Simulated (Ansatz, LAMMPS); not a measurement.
**Amorphous Ge (61 atoms) under strain**

How stiff is amorphous Ge (61 atoms), and how do its levels respond to strain?

Main program and level: Ansatz 0.2.0; Kohn-Sham DFT, PBE, PAW (set soft_1), plane waves.

## 1. Set-up

The cell holds 61 atoms: 61 Ge. Its edges and angles: a = 11.722 Å, b = 11.722 Å, c = 11.722 Å, α = 90.0°, β = 90.0°, γ = 90.0°. 61 atoms (61 Ge) placed at random at 4.57 g/cm³, melted at 3500 K for 10 ps at fixed volume with the Tersoff potential (Tersoff, Phys. Rev. B 39, 5566 (1989)). Quenched from 3500 K to 100 K at 5 K/ps and fixed volume, held 5 ps, then minimised at fixed cell.

What the set-up can't give: The quench rate of 5 K/ps far exceeds what a furnace or splat quench reaches, so expect more defects and frozen-in strain than in a real sample. The starting topology of bonds comes from the classical model, and needn't be the one that DFT or experiment would give. Sampling is at Γ alone.

## 2. Single point at the start

A single point comes first, to see the forces before anything moves.

The input, input.yaml:

```yaml
crystal:
  lattice:
    - [11.7217, 0.0, 0.0]
    - [0.0, 11.7217, 0.0]
    - [0.0, 0.0, 11.7217]
  atoms:
    - { symbol: Ge, position: [0.73499, 0.84872, 0.52915] }
    - { symbol: Ge, position: [0.68207, 0.71064, 0.95161] }
    - { symbol: Ge, position: [0.4761, 0.1334, 0.6884] }
    - { symbol: Ge, position: [0.80398, 0.30865, 0.1448] }
    - { symbol: Ge, position: [0.62288, 0.39592, 0.07072] }
    - { symbol: Ge, position: [0.27523, 0.02816, 0.29689] }
    - { symbol: Ge, position: [0.43374, 0.309, 0.12927] }
    - { symbol: Ge, position: [0.39915, 0.75505, 0.40603] }
    - { symbol: Ge, position: [0.76865, 0.51364, 0.44868] }
    - { symbol: Ge, position: [0.01299, 0.86048, 0.94512] }
    - { symbol: Ge, position: [0.10515, 0.34793, 0.4514] }
    - { symbol: Ge, position: [0.84573, 0.15612, 0.00462] }
    - { symbol: Ge, position: [0.29502, 0.63738, 0.24714] }
    - { symbol: Ge, position: [0.60187, 0.59775, 0.11065] }
    - { symbol: Ge, position: [0.77052, 0.17623, 0.31015] }
    - { symbol: Ge, position: [0.70156, 0.29318, 0.47512] }
    - { symbol: Ge, position: [0.06383, 0.82914, 0.55882] }
    - { symbol: Ge, position: [0.5997, 0.83882, 0.35796] }
    - { symbol: Ge, position: [0.3138, 0.42363, 0.26506] }
    - { symbol: Ge, position: [0.12747, 0.09129, 0.7106] }
    - { symbol: Ge, position: [0.06107, 0.63213, 0.99742] }
    - { symbol: Ge, position: [0.94879, 0.07883, 0.3702] }
    - { symbol: Ge, position: [0.38622, 0.47543, 0.63723] }
    - { symbol: Ge, position: [0.62469, 0.02674, 0.24059] }
    - { symbol: Ge, position: [0.38081, 0.79456, 0.72936] }
    - { symbol: Ge, position: [0.49295, 0.22517, 0.47997] }
    - { symbol: Ge, position: [0.81404, 0.27312, 0.82848] }
    - { symbol: Ge, position: [0.77714, 0.98765, 0.68867] }
    - { symbol: Ge, position: [0.46102, 0.33438, 0.78024] }
    - { symbol: Ge, position: [0.98663, 0.93093, 0.73844] }
    - { symbol: Ge, position: [0.70295, 0.65927, 0.28819] }
    - { symbol: Ge, position: [0.12265, 0.32554, 0.23786] }
    - { symbol: Ge, position: [0.25733, 0.61449, 0.73228] }
    - { symbol: Ge, position: [0.317, 0.34106, 0.9407] }
    - { symbol: Ge, position: [0.32638, 0.36536, 0.47129] }
    - { symbol: Ge, position: [0.82833, 0.83294, 0.04649] }
    - { symbol: Ge, position: [0.60952, 0.00039, 0.83254] }
    - { symbol: Ge, position: [0.14119, 0.2164, 0.88825] }
    - { symbol: Ge, position: [0.4762, 0.66152, 0.5846] }
    - { symbol: Ge, position: [0.04322, 0.07485, 0.02305] }
    - { symbol: Ge, position: [0.95825, 0.56843, 0.80863] }
    - { symbol: Ge, position: [0.31326, 0.99307, 0.65805] }
    - { symbol: Ge, position: [0.01466, 0.18206, 0.5482] }
    - { symbol: Ge, position: [0.68777, 0.64872, 0.5987] }
    - { symbol: Ge, position: [0.05704, 0.61897, 0.23627] }
    - { symbol: Ge, position: [0.45222, 0.14399, 0.27864] }
    - { symbol: Ge, position: [0.98644, 0.43464, 0.11122] }
    - { symbol: Ge, position: [0.81834, 0.19285, 0.63171] }
    - { symbol: Ge, position: [0.25848, 0.90329, 0.47132] }
    - { symbol: Ge, position: [0.09937, 0.11542, 0.22515] }
    - { symbol: Ge, position: [0.88699, 0.75498, 0.24087] }
    - { symbol: Ge, position: [0.65043, 0.39963, 0.85892] }
    - { symbol: Ge, position: [0.7059, 0.00673, 0.03548] }
    - { symbol: Ge, position: [0.91333, 0.87553, 0.41536] }
    - { symbol: Ge, position: [0.40019, 0.67138, 0.05708] }
    - { symbol: Ge, position: [0.99334, 0.52904, 0.44746] }
    - { symbol: Ge, position: [0.74551, 0.58647, 0.79562] }
    - { symbol: Ge, position: [0.06619, 0.62828, 0.62954] }
    - { symbol: Ge, position: [0.2583, 0.55742, 0.93772] }
    - { symbol: Ge, position: [0.99058, 0.37203, 0.89341] }
    - { symbol: Ge, position: [0.5005, 0.81726, 0.90134] }
kpoints:
  mp_grid: { grid: [1, 1, 1] }
hamiltonian:
  xc: pbe
  pseudopotentials: { kind: paw, azcp: { folder: soft_1 } }
scf:
  occupations: { method: gaussian, width: 0.05 }
output:
  forces: true
```

Launch:

```sh
> ansatz run input.yaml --threads 4 --pin off --max-ram 8192MiB --backend cpu --events-out ev --progress --plain --runs-dir out
```

Numbers of over 12 decimals in the logs are rounded to 6 here.

The log of the run:

```text
[...]
Pseudopotentials: kind: paw
Pseudopotential: Ge, paw, valence charge 14, recommended cutoff 420 eV (normal), soft_1/Ge.paw.azcp
[... 5 lines on functional and potentials left out ...]
Crystal: 61 atoms, lattice volume = 1610.541 Å³
Basis set: ecut = 420 eV, 31439 PW (Γ), exchange–correlation on 160×160×160 points (8 copies of the dense FFT grid, shifted against one another)
Bands: 488, of which v1, the nominal top of the filled ones, is band 427 counted from 1 (426 counted from 0)
Symmetry: 1 space group operations
Space group: P1 (ITA 1), of the structure as read, at distance tolerance 1.2e-4 Å
k-points: 1
[... 3 lines on functional and potentials left out ...]
Initial density: superposition of atomic densities (chi_scale 0.1, normalization cell)
Initial wavefunctions: pseudopotential atomic-orbital guess
[...]
SCF iter   1: F=—  HF=-261982.036417 eV  |F-HF|=—  |Δ(HF+E_count)|=         —  Δρ=2.92e-2  dr2=1.60e1  ethr=3.10e-3  ⟨swp⟩=6.0  Hψ=1743  notcnv=0
preconditioner: auto → LDOS  [insulator: Δε(μ)=0.152 eV  Ē_g=21.118 eV  σ=0.050 eV  W_gap=0.97  n_scr=388 (ndim 8)  ℏωp=27.0 eV  f_vac=0.084  D(μ)=4.51/eV (n_scr^D=6)  ε∞_Penn≈2.6  β→1.0]
[...]
SCF iter  15: F=—  HF=-261980.131576 eV  |F-HF|=—  |Δ(HF+E_count)|=   2.66e-7  Δρ=1.85e-6  dr2=1.17e-7  ethr=1.25e-10  ⟨swp⟩=2.0  Hψ=502  notcnv=0  defer=52
SCF iter  16: F=-261980.131577 eV  HF=-261980.131577 eV  |F-HF|=1.07e-8  |Δ(HF+E_count)|=   1.03e-7  Δρ=9.94e-7  dr2=4.29e-8  ethr=1.17e-11  ⟨swp⟩=4.0  Hψ=1060  notcnv=0
SCF 1 converged in 16 iterations: F = -261980.131577 eV  dr2 = 4.29e-8
[...]
SCF converged after 16 iterations
Free energy (F): -261980.131577 eV
Harris-Foulkes:  -261980.131577 eV  (|F-HF|=1.07e-8)
Internal energy: -261980.102658 eV  (E = F + TS)
E sigma→0 (E₀):  -261980.117117 eV
Entropy (-TS):   -0.028919 eV (-0.474 meV/atom)
Fermi energy:    6.620619 eV
--- Per-component energies (eV) ---
[...]
Σ components = -261980.131577   (vs F -261980.131577, Δ=0.00e0)
--- Forces (eV/Å), atoms counted from 1 ---
  atom   1  Ge    -0.09464830     0.10868058     0.01669030
  atom   2  Ge     0.13660737    -0.03549963    -0.01511375
  atom   3  Ge     0.30044276     0.13751980     0.12535149
  atom   4  Ge     0.40427096     0.06069268     0.19050759
[...]
atom  61  Ge     0.02049085    -0.05989906    -0.01065351
  max |Σ_I F_I| component: 9.62e-6 eV/Å
```

The job ended after 23 s (4 threads of Intel Xeon Platinum 8488C (Sapphire Rapids), shared host; peak memory 2.4 GiB; 64 s of CPU time).

The column dr2 measures how far the density is from self-consistency, as an energy; F and HF (Harris–Foulkes) agree once it is small.

The r.m.s. force at the start is 0.21 eV/Å.

## 3. Cell and atoms relaxed

The cell is relaxed with the atoms, since the starting lattice needn't suit this functional.

The input, input.yaml:

```yaml
crystal:
  lattice:
    - [11.7217, 0.0, 0.0]
    - [0.0, 11.7217, 0.0]
    - [0.0, 0.0, 11.7217]
  atoms:
    [... the 61 atom lines of step 2 ...]
kpoints:
  mp_grid: { grid: [1, 1, 1] }
hamiltonian:
  xc: pbe
  pseudopotentials: { kind: paw, azcp: { folder: soft_1 } }
scf:
  occupations: { method: gaussian, width: 0.05 }
output:
  forces: true
relax:
  f_tol: 0.05
  max_steps: 150
  cell: {}
```

The log of the run:

```text
[...]
Crystal: 61 atoms, lattice volume = 1610.541 Å³
Basis set: ecut = 420 eV, 31439 PW (Γ), exchange–correlation on 160×160×160 points (8 copies of the dense FFT grid, shifted against one another)
Bands: 513, of which v1, the nominal top of the filled ones, is band 427 counted from 1 (426 counted from 0)
Symmetry: 1 space group operations
[...]
k-points: 1
[...]
SCF iter   1: F=—  HF=-261982.035958 eV  |F-HF|=—  |Δ(HF+E_count)|=         —  Δρ=2.91e-2  dr2=1.60e1  ethr=3.10e-3  ⟨swp⟩=6.0  Hψ=1831  notcnv=0
[...]
SCF iter  15: F=—  HF=-261980.131576 eV  |F-HF|=—  |Δ(HF+E_count)|=   2.18e-7  Δρ=1.98e-6  dr2=1.55e-7  ethr=1.52e-10  ⟨swp⟩=2.0  Hψ=502  notcnv=0  defer=77
SCF iter  16: F=-261980.131577 eV  HF=-261980.131577 eV  |F-HF|=8.53e-9  |Δ(HF+E_count)|=   9.87e-8  Δρ=1.06e-6  dr2=5.19e-8  ethr=1.17e-11  ⟨swp⟩=3.0  Hψ=1077  notcnv=0
SCF 1 converged in 16 iterations: F = -261980.131577 eV  dr2 = 5.19e-8
[...]
relax step   1: F+E_penalty+E_count = -261980.13157656 eV  Δ(F+E_penalty+E_count) = +0.000e0 eV  max|allowed force component| = 1.005e0 eV/Å  Δτ_max = 0.0000 Å  P = -1.376 GPa  Ω = 1610.541 Å³  (16 SCF iters, dr2 threshold 1.00e-7 eV, accepted)
[... from here on, the SCF cycles and remarks between the steps are left out ...]
relax step   2: F+E_penalty+E_count = -261981.40262036 eV  Δ(F+E_penalty+E_count) = -1.271e0 eV  max|allowed force component| = 3.710e-1 eV/Å  Δτ_max = 0.1948 Å  P = -0.289 GPa  Ω = 1564.022 Å³  energy of the carried Pulay correction = +6.880e-3 eV  (8 SCF iters, dr2 threshold 6.10e-6 eV, accepted)
relax step   3: F+E_penalty+E_count = -261981.71343558 eV  Δ(F+E_penalty+E_count) = -3.108e-1 eV  max|allowed force component| = 2.656e-1 eV/Å  Δτ_max = 0.1915 Å  P = +0.181 GPa  Ω = 1546.275 Å³  energy of the carried Pulay correction = +9.559e-3 eV  (9 SCF iters, dr2 threshold 6.10e-6 eV, accepted)
relax step   4: F+E_penalty+E_count = -261981.80764818 eV  Δ(F+E_penalty+E_count) = -9.421e-2 eV  max|allowed force component| = 1.496e-1 eV/Å  Δτ_max = 0.2000 Å  P = +0.025 GPa  Ω = 1551.249 Å³  energy of the carried Pulay correction = +8.805e-3 eV  (9 SCF iters, dr2 threshold 4.41e-6 eV, accepted)
relax step   5: F+E_penalty+E_count = -261981.84716887 eV  Δ(F+E_penalty+E_count) = -3.952e-2 eV  max|allowed force component| = 1.482e-1 eV/Å  Δτ_max = 0.0772 Å  P = -0.023 GPa  Ω = 1552.806 Å³  energy of the carried Pulay correction = +8.570e-3 eV  (8 SCF iters, dr2 threshold 1.40e-6 eV, accepted)
relax step   6: F+E_penalty+E_count = -261981.89498884 eV  Δ(F+E_penalty+E_count) = -4.782e-2 eV  max|allowed force component| = 1.049e-1 eV/Å  Δτ_max = 0.1649 Å  P = -0.068 GPa  Ω = 1555.313 Å³  energy of the carried Pulay correction = +8.191e-3 eV  (8 SCF iters, dr2 threshold 1.37e-6 eV, accepted)
relax step   7: F+E_penalty+E_count = -261981.91245702 eV  Δ(F+E_penalty+E_count) = -1.747e-2 eV  max|allowed force component| = 1.001e-1 eV/Å  Δτ_max = 0.1385 Å  P = -0.066 GPa  Ω = 1556.300 Å³  energy of the carried Pulay correction = +8.042e-3 eV  (10 SCF iters, dr2 threshold 6.88e-7 eV, accepted)
relax step   8: F+E_penalty+E_count = -261981.76680702 eV  Δ(F+E_penalty+E_count) = +1.457e-1 eV  max|allowed force component| = 4.146e-1 eV/Å  Δτ_max = 0.1467 Å  P = +0.107 GPa  Ω = 1554.194 Å³  energy of the carried Pulay correction = +8.360e-3 eV  (10 SCF iters, dr2 threshold 6.26e-7 eV, rejected (line search))
relax step   9: F+E_penalty+E_count = -261981.93082029 eV  Δ(F+E_penalty+E_count) = -1.836e-2 eV  max|allowed force component| = 2.901e-2 eV/Å  Δτ_max = 0.0555 Å  P = -0.002 GPa  Ω = 1554.840 Å³  energy of the carried Pulay correction = +8.262e-3 eV  (15 SCF iters, accepted)
relax step  10: F+E_penalty+E_count = -261981.92415253 eV  Δ(F+E_penalty+E_count) = +6.668e-3 eV  max|allowed force component| = 2.902e-2 eV/Å  Δτ_max = 0.0000 Å  P = -0.004 GPa  Ω = 1554.840 Å³  stress off target by 1.86e-2 GPa  SCF on the basis re-selected at this cell (its energy is not comparable with the rows above)  (6 SCF iters)
basis re-selected at this cell: Δ(F+E_penalty+E_count) = +6.668e-3 eV, ΔP = -0.002 GPa vs the last step (what re-selecting the basis moved, of the pressure what is left beyond the Pulay correction that the steps carried, after the strain that the cell walked since its last selection, [...]
SCF converged after 6 iterations
Free energy (F): -261981.924153 eV
[...]
Internal energy: -261981.924153 eV  (E = F + TS)
E sigma→0 (E₀):  -261981.924153 eV
Fermi energy:    6.916204 eV
[...]
Σ components = -261981.924153   (vs F -261981.924153, Δ=0.00e0)
--- Forces (eV/Å), atoms counted from 1 ---
  atom   1  Ge    -0.00285198     0.00726063     0.00583922
  atom   2  Ge    -0.01237259    -0.00022738    -0.00371536
  atom   3  Ge     0.00249449     0.00921540     0.00402070
  atom   4  Ge    -0.00250723     0.00110213    -0.00105465
[...]
atom  61  Ge     0.00153252    -0.00364135    -0.00144574
  max |Σ_I F_I| component: 1.18e-6 eV/Å
--- Stress (GPa, compression-positive) ---
        0.000503       0.000065      -0.011402
        0.000065      -0.005978       0.007437
       -0.011402       0.007437      -0.007390
  P = ⅓ Tr σ = -0.0043 GPa (-0.043 kbar)
--- Relaxed structure (9 steps of the walk, 8 accepted, 1 SCFs on fresh bases) ---
  F+E_penalty+E_count = -261981.92415253 eV   max|allowed force component| = 2.902e-2 eV/Å   (the final SCF, on the basis selected at the relaxed cell)
  cell:  # Å, volume = 1554.8400 Å³
    - [11.637361, 0.015393, -0.096383]
    - [0.015393, 11.722631, 0.221295]
    - [-0.096383, 0.221295, 11.402409]
  atoms:
    - { symbol: Ge, position: [0.736951, 0.851046, 0.530694] }
    - { symbol: Ge, position: [0.686776, 0.704872, 0.947304] }
    - { symbol: Ge, position: [0.474963, 0.136703, 0.700834] }
    - { symbol: Ge, position: [0.807554, 0.294905, 0.149872] }
[...]
- { symbol: Ge, position: [0.505744, 0.810948, 0.895767] }
```

Elapsed: 2.3 min, on 4 threads; peak memory 2.5 GiB.

The relaxation converged after 9 steps, with a largest force component of 0.029 eV/Å.

[end of part 1 of 2]

[Logs are printed without paths, hosts, clocks, repeated set-up lines and the standing remarks that a program may print on its own settings, such as how far it seeks lower states.]

[Hosts, paths, dates, database ids (printed as entryN), source tags and the programs' standing remarks are cut or masked in the printed files.]
